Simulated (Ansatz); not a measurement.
Entries from a set of simulations; values are calculated unless marked as measured.

### From HSE06 to G0W0: VBiO4 (I4_1/a)

It takes space group I4_1/a (No. 88, tetragonal). The conventional cell has a = 5.122 Å, b = 5.122 Å, c = 11.592 Å, α = 90.00°, β = 90.00°, γ = 90.00°. Nearest to V lie 4 O at 1.73 Å. Nearest to Bi lie 8 O at 2.42 to 2.47 Å. O has 1 V at 1.73 Å and 2 Bi at 2.42 to 2.47 Å nearest. Farther neighbours and most contacts between anions are not listed.

```yaml
method: G0W0 on HSE06, plane waves, PAW; PAW set soft_1 (and 1 further level or step)
program: Ansatz 0.2.0
settings_of_one_run: cutoff 420 eV, 4×4×4 k-mesh, PAW set soft 1, empty bands 833, screening cutoff 180 eV, screening contour deformation, QP bands (v4, c4)
cost: 2 runs, 6.4 min in all on 1 × NVIDIA H100 80GB HBM3 (shared by 6 runs) with 2 threads of AMD EPYC 7R13 (Zen 3), shared host (the runs of this entry)
notes: In doubt: masses and optical values from hybrid runs of this build are listed as unsure (in some of the runs), which bears on the screening that GW takes from such a start. The cell and positions are those that the Materials Project relaxed with its own functionals (PBE, PBE+U or r2SCAN), kept fixed. Limits: no spin polarisation; d states lean on the start; no spin-orbit coupling. The runs have no spin polarisation, and the cell holds V; whether a magnetic state lies lower is not shown here.
hse06_gap_over_mesh_and_listed_points: 3.204 eV, from k = (0.000, 0.000, 0.350) to k = (0.167, -0.167, -0.333)
g0w0_hse06_gap_over_all_14_irreducible_mesh_points: 3.735 eV, direct, at k = (0.250, -0.250, 0.250)
gw_settings: 4×4×4 mesh, 833 empty bands, screening to 180 eV, PAW set soft_1 files
known_limits: finite bands, screening cutoff and k mesh; no spin-orbit coupling in G0W0; no spin polarisation
```

Over all 14 irreducible mesh points the G0W0 gap is 3.735 eV, direct, at k = (0.250, -0.250, 0.250). The HSE06 gap of this run on the mesh is 3.339 eV. The two states that bound the G0W0 gap lie that far apart at the start, so the correction of the gap is 3.735 − 3.339 = +0.396 eV. The valence state moves by 8.099 − 8.041 = +0.058 eV and the conduction state by 11.833 − 11.380 = +0.453 eV, on the run's own scale; how far single levels stand from their limit in bands is not shown.

[Paths, hosts, dates, memory and timing lines, banners, echoed tables and standing remarks are left out of the program output.]

[Logs are printed without paths, hosts, clocks, repeated set-up lines and the standing remarks that a program may print on its own settings, such as how far it seeks lower states.]

[Runs of the session that timed out or met a known fault of the program may be left out.]

[Cells called generated may have been cut or substituted from an entry of the Crystallography Open Database or the Materials Project.]

[Hosts, paths, dates, database ids (printed as entryN), source tags and the programs' standing remarks are cut or masked in the printed files.]
